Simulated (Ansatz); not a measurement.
# AlRu (Pm-3m): Grüneisen parameters, part 2 of 2

Aim: how the phonons of AlRu (Pm-3m) shift with volume, and the thermal expansion that follows.

Ansatz 0.2.0; DFT PBEsol, scalar-relativistic, plane waves, PAW.

So far, highest frequency on path, mesh or solved points (cm⁻¹): step 2 (the dispersion) 363; step 4 (phonons at the other volume, volume ratio 0.97) 385.

## 6. Phonons at the other volume, volume ratio 1.03

The phonons are repeated at this volume on the same meshes, so that differences come from the volume alone.

Input file input.yaml:

```yaml
crystal:
  lattice:
    - [3.0049498871, 0.0, 0.0]
    - [0.0, 3.0049498871, 0.0]
    - [0.0, 0.0, 3.0049498871]
  atoms:
    - { symbol: Al, position: [0.0, 0.0, 0.0] }
    - { symbol: Ru, position: [0.5, 0.5, 0.5] }
kpoints:
  mp_grid: { grid: [12, 12, 12] }
hamiltonian:
  xc: pbesol
scf:
  occupations: { method: methfessel_paxton, width: 0.15 }
output:
  eigenvalues: true
phonons:
  method: dfpt
  qmesh: [4, 4, 4]
  temperatures: { t_max: 1000, t_step: 50 }
  qpath:
    path:
      - [[0.0, 0.0, 0.0], [0.0, 0.5, 0.0], [0.5, 0.5, 0.0], [0.0, 0.0, 0.0], [0.5, 0.5, 0.5], [0.0, 0.5, 0.0]]
      - [[0.5, 0.5, 0.5], [0.5, 0.5, 0.0]]
    npoints: 10
```

The run is started by

```sh
ansatz run input.yaml --threads 4 --pin off --max-ram 7168MiB --backend cpu --events-out ev --progress --plain --runs-dir out
```

Standard output:

```text
[...]
Crystal: 2 atoms, lattice volume = 27.134 Å³
Basis set: ecut = 420 eV, 515 PW (Γ), exchange–correlation on 48×48×48 points (8 copies of the dense FFT grid, shifted against one another)
Bands: 14, of which v1, the nominal top of the filled ones, is band 10 counted from 1 (9 counted from 0)
Symmetry: 48 space group operations
k-points: 84 of 1728
[...]
k-point 83: bands = [... 6 lower, 11.1762, 17.3184, 17.3184, 18.2456, 19.7990, 19.7990, 19.7990, 24.1733]
[...]
ASR residual: 2.118e-5 → 0.000e0 eV/Å²; symmetrization residual: 4.811e-6 eV/Å²
  ASR residual per site (eV/Å²): 4.41e-6 2.12e-5
  Γ frequencies (cm⁻¹): 0.00 0.00 0.00 303.11 303.11 303.11
--- Phonons (arbitrary-q DFPT): 10 irreducible q on the 4×4×4 mesh ---
[...]
interpolated dispersion: 62 rows × 6 modes
[...]
[key lines of the parts left out:]
SCF converged after 7 iterations
Free energy (F): -6342.298103 eV
Fermi energy:    15.723946 eV
```

The job ended after 5 min (4 threads of Arm Neoverse N1, shared host; peak memory 1.2 GiB).

Numbers from this step:

```yaml
sum_rule_residual_before_enforcement: 2.12e-5 eV/Å²
highest_frequency_on_path_mesh_or_solved_points: 341.0 cm⁻¹
mean_frequency: 228.1 cm⁻¹
debye_temperature_second_moment: 452 K
logarithmic_mean_frequency: 210 cm⁻¹
highest_optical_mode_at_the_zone_centre_no_lo_to_term: 303.1 cm⁻¹
lowest_optical_zone_centre_mode: 303.1 cm⁻¹
lowest_mode_on_the_q_mesh_acoustic_modes_at_gamma_apart: 87.78 cm⁻¹
zero_point_energy_per_atom: 42.42 meV
heat_capacity_at_300_k: 22.36 J/(mol atoms K)
vibrational_entropy_at_300_k: 26.12 J/(mol atoms K)
edges_of_the_widest_gap_between_branches_on_path_and_mesh: 204.4, 267.3 cm⁻¹
```

Frequencies (cm⁻¹) solved at each irreducible wavevector; negative means imaginary. Frequencies by wavevector, by row:

```csv
q in reciprocal lattice units,star,mode 1,mode 2,mode 3,mode 4,mode 5,mode 6
0 0 0,1,0,0,0,303.1,303.1,303.1
0 0 0.25,6,106.3,106.3,142.9,294.4,294.4,308.5
0 0 -0.5,3,157.1,157.1,204.4,278.4,278.4,332.8
0 0.25 0.25,12,87.8,138.3,175,287.1,304.9,315.6
0 0.25 -0.5,12,138.2,155.2,170.6,274.6,315.9,333.6
0 -0.5 -0.5,3,113.3,113.3,189.2,267.4,341,341
0.25 0.25 0.25,8,133.9,133.9,172.1,304.8,310.6,310.6
0.25 0.25 -0.5,12,146.4,151.4,173.1,301.9,314,331.8
0.25 -0.5 -0.5,6,157.1,157.1,188,302.5,335.5,335.5
-0.5 -0.5 -0.5,1,194.8,194.8,194.8,335,335,335
```

The highest optical mode at the zone centre (no LO-TO term) is 303.1 cm⁻¹, -18.5 cm⁻¹ against the base run.

## 7. Grüneisen parameters

The Grüneisen parameter of a mode is minus the logarithmic change of its frequency with volume, −d ln ω / d ln V; weighted by heat capacity it gives the expansion.

This step gave:

```
bulk modulus : 220.8 GPa
```

Phonon branches along the path, in cm⁻¹:

```csv
point,branch 1,branch 2,branch 3,branch 4,branch 5,branch 6
Γ,0,0,0,322,322,322
halfway,111,111,152,312,312,327
X,166,166,217,294,294,351
halfway,145,164,179,290,335,354
M,119,119,197,284,363,363
halfway,92,145,186,304,322,336
Γ,0,0,0,322,322,322
halfway,142,142,180,323,329,329
R,208,208,208,352,352,352
halfway,155,158,184,318,334,352
X,166,166,217,294,294,351
jump to R,208,208,208,352,352,352
halfway,167,167,198,319,355,355
M,119,119,197,284,363,363
```

The same for volume x 0.97:

```csv
point,branch 1,branch 2,branch 3,branch 4,branch 5,branch 6
Γ,0,0,0,341,341,341
X,175,175,230,309,309,370
M,126,126,206,301,385,385
Γ,0,0,0,341,341,341
R,221,221,221,369,369,369
X,175,175,230,309,309,370
R,221,221,221,369,369,369
M,126,126,206,301,385,385
```

The same for volume x 1.03:

```csv
point,branch 1,branch 2,branch 3,branch 4,branch 5,branch 6
Γ,0,0,0,303,303,303
X,157,157,204,278,278,333
M,113,113,189,267,341,341
Γ,0,0,0,303,303,303
R,195,195,195,335,335,335
X,157,157,204,278,278,333
R,195,195,195,335,335,335
M,113,113,189,267,341,341
```

The first set of phonon branches as a text plot (rows in cm⁻¹):

```
    377 |
    361 |           ******                                  *****
    345 |     ********    ***              *****************
    329 |*****     *       ****************       ****      *
    313 | ****    *           **** *****            ****     *
    297 |     ******      ****                        ****    **
    281 |           ******                                      *
    265 |
    249 |
    233 |
    217 |      ***                                      **
    201 |     *       ***                   *******    *  *******
    185 |         ****   *****         **  **     ****     **
    168 |    * *****      *** *      **  ***       *  ****   *
    152 |   *     ***    *   * *                    ***
    136 |    **     **                  *                     **
    120 |             ****    *     *  *                        *
    104 |   *             ***   *
     88 |  *                 * *     **
     72 | **                  * *  *
     56 |                      * *  *
     40 |**                     **
     24 |*                       * *
      8 |                         *
         Γ      X      M          Γ            R        X|R     M
```

Mode Grueneisen parameter -dln(w)/dln(V), modes matched by rank; at Γ the acoustic branches take the value of a neighbouring point of the path. The mode Grüneisen parameters at the labelled points ():

```csv
point,branch 1,branch 2,branch 3,branch 4,branch 5,branch 6
Γ,1.46,1.46,2.04,1.96,1.96,1.96
halfway,1.54,1.54,2.01,1.87,1.87,1.92
X,1.77,1.77,2.00,1.75,1.75,1.79
halfway,1.70,1.76,1.60,1.84,1.96,1.94
M,1.74,1.74,1.42,1.96,2.03,2.03
halfway,1.66,1.57,1.96,1.85,1.78,2.06
Γ,1.72,1.38,1.85,1.96,1.96,1.96
halfway,1.87,1.87,1.59,1.92,1.93,1.93
R,2.12,2.12,2.12,1.63,1.63,1.63
halfway,1.90,1.34,2.10,1.72,2.01,1.94
X,1.77,1.77,2.00,1.75,1.75,1.79
jump to R,2.12,2.12,2.12,1.63,1.63,1.63
halfway,1.94,1.94,1.80,1.75,1.89,1.89
M,1.74,1.74,1.42,1.96,2.03,2.03
```

The mode Grüneisen parameters as a text plot (rows in , shown from 1.4 to 2.1 only):

```
   2.10 |                                    ****  **     *
   2.07 |                  ***              *   *
   2.04 |**            ****   *              *   *   *     *
   2.01 |  ******    ** *      *           *      * **   *     **
   1.98 |        *  *    *    * *   ***  **           *    ** *
   1.95 |***           **    * * ***   * **        ***  *    *  *
   1.92 |  **      *  *  *      *  *    *  *     *             *
   1.89 |    *    ****    ***   *                  ** **    **
   1.86 |   * *   *       ****** ** *** ***       *  * *      *
   1.83 |    *             **               *     *   *     *
   1.80 |     ******      *        * ***   *            **   * *
   1.77 |      ***           **        *         *       *
   1.74 |       ***    ***                       **  ***** * *  *
   1.71 |         ***** *        **         *      **   *   *
   1.68 |     *     **   **    **    **      *    *        *
   1.65 |          *       ****              *  **        *
   1.62 |    *                             *  ***         *
   1.59 |                  **       *   *                     *
   1.56 |           *        **                        *
   1.53 |   *             *        *     **
   1.50 |            *   *     *                   *           *
   1.47 |*
   1.44 | **          * *       *                               *
   1.41 |              *                              *
         Γ      X      M          Γ            R        X|R     M
```

(dS/dlnV)/C_V. Thermodynamic Grueneisen parameter against temperature:

```csv
temperature (K),thermodynamic Grueneisen parameter
50,1.72
100,1.78
150,1.80
200,1.81
250,1.81
300,1.81
350,1.82
400,1.82
450,1.82
500,1.82
550,1.82
600,1.82
650,1.82
700,1.82
750,1.82
800,1.82
850,1.82
900,1.82
950,1.82
1000,1.82
```

Gamma C_V/(B V) at the static volume. Table of volume expansion by temperature:

```csv
temperature (K),volume expansion (1e-6/K)
50,3.27
100,11.1
150,16.6
200,19.8
250,21.7
300,22.9
350,23.6
400,24.1
450,24.5
500,24.8
550,25.0
600,25.1
650,25.2
700,25.3
750,25.4
800,25.5
850,25.5
900,25.6
950,25.6
1000,25.6
```

## 8. Results

* bulk modulus: 221 GPa
* thermodynamic Grüneisen parameter at 300 K: 1.815
* volume expansion at 300 K, estimated: 22.88 × 10⁻⁶ K⁻¹

What this shows: By this estimate the volume grows by 22.9 × 10⁻⁶ per kelvin at 300 K. The highest optical mode at Γ goes from 341 to 303 cm⁻¹ as the cell grows, a Grüneisen parameter of 1.96. Mode parameters on the path run from 1.3 to 2.1, with a median of 1.9. Branches are matched by rank, so values near crossings are rough. The expansion is the Grüneisen estimate at the static volume, with the static bulk modulus. With no gap, or one that is small against the smearing, the frequencies hang on the k mesh and the smearing, most of all near Kohn anomalies. The phonon runs are without spin polarisation, although the cell has an odd electron count.

[Long decimals in the printed logs are rounded to 6 places.]

[Logs are printed without paths, hosts, clocks, repeated set-up lines and the standing remarks that a program may print on its own settings, such as how far it seeks lower states.]

[Hosts, paths, dates, database ids (printed as entryN), source tags and the programs' standing remarks are cut or masked in the printed files.]

[Where the starting crystal was built by hand or by swapping elements, it need not be the compound's stable phase.]
